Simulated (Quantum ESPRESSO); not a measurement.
# MnHg: cost and accuracy of cutoff, mesh and threshold together

Wanted: the cheapest choice of cutoff, mesh and threshold together that holds the magnetic results of MnHg.

Calculated with Quantum ESPRESSO 7.5; PBE; plane waves with GBRV 1.5 PBE potentials, no spin-orbit coupling (settings of the first rung).

This is a report of a sequence of runs, with most program output left out.

### Step 1. Starting point

The structure is tetragonal, space group P4/mmm (No. 123). Conventional cell: a = 3.288 Å, b = 3.288 Å, c = 3.313 Å, α = 90.00°, β = 90.00°, γ = 90.00°. Mn has 8 Hg at 2.85 Å nearest. Nearest to Hg lie 8 Mn at 2.85 Å. Farther neighbours are not listed.

The cell comes from the Crystallography Open Database.

### Step 2. Rung 1, start ferro +

ASE passes magmoms on as starting_magnetization. pw.x reads values of 1 or more as Bohr magnetons; where all are smaller, it reads them as fractions of the valence charge.

The input, pw.py:

```python
from ase import Atoms
from ase.calculators.espresso import Espresso, EspressoProfile

atoms = Atoms(['Mn', 'Hg'],
    cell=[[3.288, 0.0, 0.0],
         [0.0, 3.288, 0.0],
         [0.0, 0.0, 3.313]],
    scaled_positions=[[0.5, 0.5, 0.5],
         [0.0, 0.0, 0.0]],
    pbc=True,
    magmoms=[3.5, 0.0])
input_data = {
    'control': {'calculation': 'scf', 'prefix': 'pwscf', 'outdir': './tmp', 'disk_io': 'nowf'},
    'system': {'ecutwfc': 22.0, 'ecutrho': 154.0, 'nbnd': 22, 'occupations': 'smearing', 'smearing': 'fd', 'degauss': 0.00734986, 'nspin': 2},
    'electrons': {'conv_thr': 2e-06, 'electron_maxstep': 150, 'mixing_beta': 0.3},
}
atoms.calc = Espresso(
    profile=EspressoProfile(command='mpirun -n 2 pw.x -nk 2', pseudo_dir='pseudo'),
    pseudopotentials={'Mn': 'mn_pbe_v1.5.uspp.F.UPF', 'Hg': 'hg_pbe_v1.uspp.F.UPF'},
    input_data=input_data,
    kpts=(4, 4, 4),
    koffset=(0, 0, 0))
atoms.get_potential_energy()
energy = atoms.calc.results['free_energy']
print(f'free energy: {energy:.6f} eV')
print('site moments (muB):', atoms.get_magnetic_moments().round(3))
```

Command:

```bash
$ OMP_NUM_THREADS=1 python3 pw.py > pw.log
```

Run time: 3.5 s. Hardware: 2 MPI ranks of Arm Neoverse V1, shared host; peak memory 0.2 GiB; 6.3 s of CPU time.

Spin moment in the atom's sphere by atom:

```csv
atom,spin moment in the atom's sphere (μB)
Mn1,3.72
Hg2,-0.04
```

This step gave:

```yaml
magnetization: 3.718 μB
final_state: ferromagnetic
```

### Step 3. Rung 1, start antiferro q=(0,1/2,1/2) +-

The wavevector q is in fractions of the reciprocal vectors of the crystal's primitive cell, as the cells of these inputs are built from it; moments change sign between cells as cos(2π q·R).

The input, pw.py:

```python
from ase import Atoms
from ase.calculators.espresso import Espresso, EspressoProfile

atoms = Atoms(['Mn', 'Mn', 'Hg', 'Hg'],
    cell=[[3.288, 0.0, 0.0],
         [0.0, 6.576, 0.0],
         [0.0, 3.288, 3.313]],
    scaled_positions=[[0.5, 0.0, 0.5],
         [0.5, 0.5, 0.5],
         [0.0, 0.0, 0.0],
         [0.0, 0.5, 0.0]],
    pbc=True,
    magmoms=[3.5, -3.5, 0.0, 0.0])
input_data = {
    'control': {'calculation': 'scf', 'prefix': 'pwscf', 'outdir': './tmp', 'disk_io': 'nowf'},
    'system': {'ecutwfc': 22.0, 'ecutrho': 154.0, 'nbnd': 36, 'occupations': 'smearing', 'smearing': 'fd', 'degauss': 0.00734986, 'nspin': 2},
    'electrons': {'conv_thr': 4e-06, 'electron_maxstep': 150, 'mixing_beta': 0.3},
}
atoms.calc = Espresso(
    profile=EspressoProfile(command='mpirun -n 2 pw.x -nk 2', pseudo_dir='pseudo'),
    pseudopotentials={'Mn': 'mn_pbe_v1.5.uspp.F.UPF', 'Hg': 'hg_pbe_v1.uspp.F.UPF'},
    input_data=input_data,
    kpts=(4, 2, 4),
    koffset=(0, 0, 0))
atoms.get_potential_energy()
energy = atoms.calc.results['free_energy']
print(f'free energy: {energy:.6f} eV')
print('site moments (muB):', atoms.get_magnetic_moments().round(3))
```

Command:

```bash
$ OMP_NUM_THREADS=1 python3 pw.py > pw.log
```

The job ended after 12 s (2 MPI ranks; peak memory 0.25 GiB).

Spin moment in the atom's sphere by atom:

```csv
atom,spin moment in the atom's sphere (μB)
Mn1,3.81
Mn2,-3.81
Hg3,0.00
Hg4,0.00
```

This step gave:

- magnetization: 0 μB
- final state: antiferromagnetic

### Step 4. Rung 2, start ferro +

The input, pw.py:

```python
from ase import Atoms
from ase.calculators.espresso import Espresso, EspressoProfile

atoms = Atoms(['Mn', 'Hg'],
    cell=[[3.288, 0.0, 0.0],
         [0.0, 3.288, 0.0],
         [0.0, 0.0, 3.313]],
    scaled_positions=[[0.5, 0.5, 0.5],
         [0.0, 0.0, 0.0]],
    pbc=True,
    magmoms=[3.5, 0.0])
input_data = {
    'control': {'calculation': 'scf', 'prefix': 'pwscf', 'outdir': './tmp', 'disk_io': 'nowf'},
    'system': {'ecutwfc': 30.0, 'ecutrho': 210.0, 'nbnd': 22, 'occupations': 'smearing', 'smearing': 'fd', 'degauss': 0.00734986, 'nspin': 2},
    'electrons': {'conv_thr': 2e-07, 'electron_maxstep': 150, 'mixing_beta': 0.3},
}
atoms.calc = Espresso(
    profile=EspressoProfile(command='mpirun -n 2 pw.x -nk 2', pseudo_dir='pseudo'),
    pseudopotentials={'Mn': 'mn_pbe_v1.5.uspp.F.UPF', 'Hg': 'hg_pbe_v1.uspp.F.UPF'},
    input_data=input_data,
    kpts=(6, 6, 6),
    koffset=(0, 0, 0))
atoms.get_potential_energy()
energy = atoms.calc.results['free_energy']
print(f'free energy: {energy:.6f} eV')
print('site moments (muB):', atoms.get_magnetic_moments().round(3))
```

Command:

```bash
$ OMP_NUM_THREADS=1 python3 pw.py > pw.log
```

Elapsed: 12 s, on 2 MPI ranks; peak memory 0.24 GiB.

This step gave:

* magnetization: 3.873 μB
* final state: ferromagnetic
* largest moment: 3.844 μB

### Step 5. Rung 2, start antiferro q=(0,1/2,1/2) +-

The input, pw.py:

```python
from ase import Atoms
from ase.calculators.espresso import Espresso, EspressoProfile

atoms = Atoms(['Mn', 'Mn', 'Hg', 'Hg'],
    cell=[[3.288, 0.0, 0.0],
         [0.0, 6.576, 0.0],
         [0.0, 3.288, 3.313]],
    scaled_positions=[[0.5, 0.0, 0.5],
         [0.5, 0.5, 0.5],
         [0.0, 0.0, 0.0],
         [0.0, 0.5, 0.0]],
    pbc=True,
    magmoms=[3.5, -3.5, 0.0, 0.0])
input_data = {
    'control': {'calculation': 'scf', 'prefix': 'pwscf', 'outdir': './tmp', 'disk_io': 'nowf'},
    'system': {'ecutwfc': 30.0, 'ecutrho': 210.0, 'nbnd': 36, 'occupations': 'smearing', 'smearing': 'fd', 'degauss': 0.00734986, 'nspin': 2},
    'electrons': {'conv_thr': 4e-07, 'electron_maxstep': 150, 'mixing_beta': 0.3},
}
atoms.calc = Espresso(
    profile=EspressoProfile(command='mpirun -n 2 pw.x -nk 2', pseudo_dir='pseudo'),
    pseudopotentials={'Mn': 'mn_pbe_v1.5.uspp.F.UPF', 'Hg': 'hg_pbe_v1.uspp.F.UPF'},
    input_data=input_data,
    kpts=(6, 3, 6),
    koffset=(0, 0, 0))
atoms.get_potential_energy()
energy = atoms.calc.results['free_energy']
print(f'free energy: {energy:.6f} eV')
print('site moments (muB):', atoms.get_magnetic_moments().round(3))
```

Command:

```bash
$ OMP_NUM_THREADS=1 python3 pw.py > pw.log
```

It took 40 s on 2 MPI ranks; peak memory 0.33 GiB.

This step gave:

```
magnetization  : 0 μB
final state    : antiferromagnetic
largest moment : 3.865 μB
```

### Step 6. Rung 3, start ferro +

The input, pw.py:

```python
from ase import Atoms
from ase.calculators.espresso import Espresso, EspressoProfile

atoms = Atoms(['Mn', 'Hg'],
    cell=[[3.288, 0.0, 0.0],
         [0.0, 3.288, 0.0],
         [0.0, 0.0, 3.313]],
    scaled_positions=[[0.5, 0.5, 0.5],
         [0.0, 0.0, 0.0]],
    pbc=True,
    magmoms=[3.5, 0.0])
input_data = {
    'control': {'calculation': 'scf', 'prefix': 'pwscf', 'outdir': './tmp', 'disk_io': 'nowf'},
    'system': {'ecutwfc': 40.0, 'ecutrho': 280.0, 'nbnd': 22, 'occupations': 'smearing', 'smearing': 'fd', 'degauss': 0.00734986, 'nspin': 2},
    'electrons': {'conv_thr': 4e-09, 'electron_maxstep': 150, 'mixing_beta': 0.3},
}
atoms.calc = Espresso(
    profile=EspressoProfile(command='mpirun -n 2 pw.x -nk 2', pseudo_dir='pseudo'),
    pseudopotentials={'Mn': 'mn_pbe_v1.5.uspp.F.UPF', 'Hg': 'hg_pbe_v1.uspp.F.UPF'},
    input_data=input_data,
    kpts=(8, 8, 8),
    koffset=(0, 0, 0))
atoms.get_potential_energy()
energy = atoms.calc.results['free_energy']
print(f'free energy: {energy:.6f} eV')
print('site moments (muB):', atoms.get_magnetic_moments().round(3))
```

Command:

```bash
$ OMP_NUM_THREADS=1 python3 pw.py > pw.log
```

Run time: 28 s. Hardware: 2 MPI ranks; peak memory 0.3 GiB.

This step gave:

```yaml
magnetization: 3.875 μB
final_state: ferromagnetic
largest_moment: 3.844 μB
```

### Step 7. Rung 3, start antiferro q=(0,1/2,1/2) +-

The input, pw.py:

```python
from ase import Atoms
from ase.calculators.espresso import Espresso, EspressoProfile

atoms = Atoms(['Mn', 'Mn', 'Hg', 'Hg'],
    cell=[[3.288, 0.0, 0.0],
         [0.0, 6.576, 0.0],
         [0.0, 3.288, 3.313]],
    scaled_positions=[[0.5, 0.0, 0.5],
         [0.5, 0.5, 0.5],
         [0.0, 0.0, 0.0],
         [0.0, 0.5, 0.0]],
    pbc=True,
    magmoms=[3.5, -3.5, 0.0, 0.0])
input_data = {
    'control': {'calculation': 'scf', 'prefix': 'pwscf', 'outdir': './tmp', 'disk_io': 'nowf'},
    'system': {'ecutwfc': 40.0, 'ecutrho': 280.0, 'nbnd': 36, 'occupations': 'smearing', 'smearing': 'fd', 'degauss': 0.00734986, 'nspin': 2},
    'electrons': {'conv_thr': 8e-09, 'electron_maxstep': 150, 'mixing_beta': 0.3},
}
atoms.calc = Espresso(
    profile=EspressoProfile(command='mpirun -n 2 pw.x -nk 2', pseudo_dir='pseudo'),
    pseudopotentials={'Mn': 'mn_pbe_v1.5.uspp.F.UPF', 'Hg': 'hg_pbe_v1.uspp.F.UPF'},
    input_data=input_data,
    kpts=(8, 4, 8),
    koffset=(0, 0, 0))
atoms.get_potential_energy()
energy = atoms.calc.results['free_energy']
print(f'free energy: {energy:.6f} eV')
print('site moments (muB):', atoms.get_magnetic_moments().round(3))
```

Command:

```bash
$ OMP_NUM_THREADS=1 python3 pw.py > pw.log
```

Wall time 2.1 min (2 MPI ranks); peak memory 0.49 GiB.

Read from the output:

```
magnetization  : 0 μB
final state    : antiferromagnetic
largest moment : 3.848 μB
```

### Step 8. Rung 4, start ferro +

The input, pw.py:

```python
from ase import Atoms
from ase.calculators.espresso import Espresso, EspressoProfile

atoms = Atoms(['Mn', 'Hg'],
    cell=[[3.288, 0.0, 0.0],
         [0.0, 3.288, 0.0],
         [0.0, 0.0, 3.313]],
    scaled_positions=[[0.5, 0.5, 0.5],
         [0.0, 0.0, 0.0]],
    pbc=True,
    magmoms=[3.5, 0.0])
input_data = {
    'control': {'calculation': 'scf', 'prefix': 'pwscf', 'outdir': './tmp', 'disk_io': 'nowf'},
    'system': {'ecutwfc': 52.0, 'ecutrho': 364.0, 'nbnd': 22, 'occupations': 'smearing', 'smearing': 'fd', 'degauss': 0.00734986, 'nspin': 2},
    'electrons': {'conv_thr': 2e-10, 'electron_maxstep': 150, 'mixing_beta': 0.3},
}
atoms.calc = Espresso(
    profile=EspressoProfile(command='mpirun -n 2 pw.x -nk 2', pseudo_dir='pseudo'),
    pseudopotentials={'Mn': 'mn_pbe_v1.5.uspp.F.UPF', 'Hg': 'hg_pbe_v1.uspp.F.UPF'},
    input_data=input_data,
    kpts=(12, 12, 12),
    koffset=(0, 0, 0))
atoms.get_potential_energy()
energy = atoms.calc.results['free_energy']
print(f'free energy: {energy:.6f} eV')
print('site moments (muB):', atoms.get_magnetic_moments().round(3))
```

Command:

```bash
$ OMP_NUM_THREADS=1 python3 pw.py > pw.log
```

Wall time 2.1 min (2 MPI ranks); peak memory 0.49 GiB; 4.1 min of CPU time.

Read from the output:

```yaml
magnetization: 3.865 μB
final_state: ferromagnetic
largest_moment: 3.838 μB
```

### Step 9. Rung 4, start antiferro q=(0,1/2,1/2) +-

The input, pw.py:

```python
from ase import Atoms
from ase.calculators.espresso import Espresso, EspressoProfile

atoms = Atoms(['Mn', 'Mn', 'Hg', 'Hg'],
    cell=[[3.288, 0.0, 0.0],
         [0.0, 6.576, 0.0],
         [0.0, 3.288, 3.313]],
    scaled_positions=[[0.5, 0.0, 0.5],
         [0.5, 0.5, 0.5],
         [0.0, 0.0, 0.0],
         [0.0, 0.5, 0.0]],
    pbc=True,
    magmoms=[3.5, -3.5, 0.0, 0.0])
input_data = {
    'control': {'calculation': 'scf', 'prefix': 'pwscf', 'outdir': './tmp', 'disk_io': 'nowf'},
    'system': {'ecutwfc': 52.0, 'ecutrho': 364.0, 'nbnd': 36, 'occupations': 'smearing', 'smearing': 'fd', 'degauss': 0.00734986, 'nspin': 2},
    'electrons': {'conv_thr': 4e-10, 'electron_maxstep': 150, 'mixing_beta': 0.3},
}
atoms.calc = Espresso(
    profile=EspressoProfile(command='mpirun -n 2 pw.x -nk 2', pseudo_dir='pseudo'),
    pseudopotentials={'Mn': 'mn_pbe_v1.5.uspp.F.UPF', 'Hg': 'hg_pbe_v1.uspp.F.UPF'},
    input_data=input_data,
    kpts=(12, 6, 12),
    koffset=(0, 0, 0))
atoms.get_potential_energy()
energy = atoms.calc.results['free_energy']
print(f'free energy: {energy:.6f} eV')
print('site moments (muB):', atoms.get_magnetic_moments().round(3))
```

Command:

```bash
$ OMP_NUM_THREADS=1 python3 pw.py > pw.log
```

Wall time 9.3 min (2 MPI ranks); peak memory 1 GiB.

Numbers from this step:

- magnetization: 0 μB
- final state: antiferromagnetic
- largest moment: 3.863 μB

### Step 10. What a mistake does

One input was spoiled on purpose, to see how the program answers.

The input, pw.in:

```
&CONTROL
  calculation = 'scf'
  prefix = 'pwscf'
  outdir = './tmp'
  pseudo_dir = './pseudo'
  disk_io = 'nowf'
/
&SYSTEM
  ibrav = 0
  nat = 2
  ntyp = 3
  ecutwfc = 40
  ecutrho = 280
  nbnd = 22
  occupations = 'smearing'
  smearing = 'fd'
  degauss = 0.00734986
  nspin = 2
  starting_magnetization(1) = 0.2333
  starting_magnetization(2) = 0
/
&ELECTRONS
  conv_thr = 4d-09
  electron_maxstep = 75
  mixing_beta = 0.3
/
ATOMIC_SPECIES
Mn     54.9380 mn_pbe_v1.5.uspp.F.UPF
Hg    200.5920 hg_pbe_v1.uspp.F.UPF
CELL_PARAMETERS angstrom
   3.2880000000    0.0000000000    0.0000000000
   0.0000000000    3.2880000000    0.0000000000
   0.0000000000    0.0000000000    3.3130000000
ATOMIC_POSITIONS crystal
Mn      0.5000000000    0.5000000000    0.5000000000
Hg      0.0000000000    0.0000000000    0.0000000000
K_POINTS automatic
12 12 12 0 0 0
```

Command:

```bash
$ OMP_NUM_THREADS=1 mpirun -n 2 pw.x -nk 2 -in pw.in > pw.out
```

Wall time 0.49 s (2 MPI ranks); peak memory 0.05 GiB.

The program refused the input before any cycle.

The program's message: “card_atomic_species (5010): cannot read atomic specie from: CELL_PARAMETERS angstrom”

The fault put into the input: a wrong number of types.

### Step 11. Side by side

Ladder, by row:

```csv
rung,cutoff (eV),mesh,state from the first start,state from the second start,second less first (meV a seeded atom),"moment, first (μB)","moment, second (μB)",CPU time (s)
1,299,4x4x4,ferromagnetic,antiferromagnetic,34.73,3.723,3.814,28.66
2,408,6x6x6,ferromagnetic,antiferromagnetic,49.48,3.844,3.865,102.2
3,544,8x8x8,ferromagnetic,antiferromagnetic,62.38,3.844,3.848,305.7
4,707,12x12x12,ferromagnetic,antiferromagnetic,60.1,3.838,3.863,1367
```

### Step 12. What came out

```json
{"range of the largest moment, first start": "3.72 to 3.84 μB; second start 3.81 to 3.86 μB", "range of CPU time": "29 s to 23 min", "range of the energy difference": "34.7 to 62.4 meV a seeded atom", "first rung that agrees with the last (margins below)": "3"}
```

From rung 3 on the states are those of the last rung, the moments stay within 0.05 μB of it and the difference within 3.0 meV; rung 3 took 22 % of its CPU time. Energies are free energies at an electronic temperature of 1160 K, which lowers moments and differences where the moments are itinerant.

[Logs and program files are shortened in this print: banners, set-up blocks, solver, clock and traceback lines can be left out without a mark of their own.]

[Logs are printed without paths, hosts, clocks, repeated set-up lines and the standing remarks that a program may print on its own settings, such as how far it seeks lower states.]

[Hosts, paths, dates, database ids (printed as entryN), source tags and the programs' standing remarks are cut or masked in the printed files.]

[Where a cell is said to come from a database of computed structures, the database is the Materials Project.]
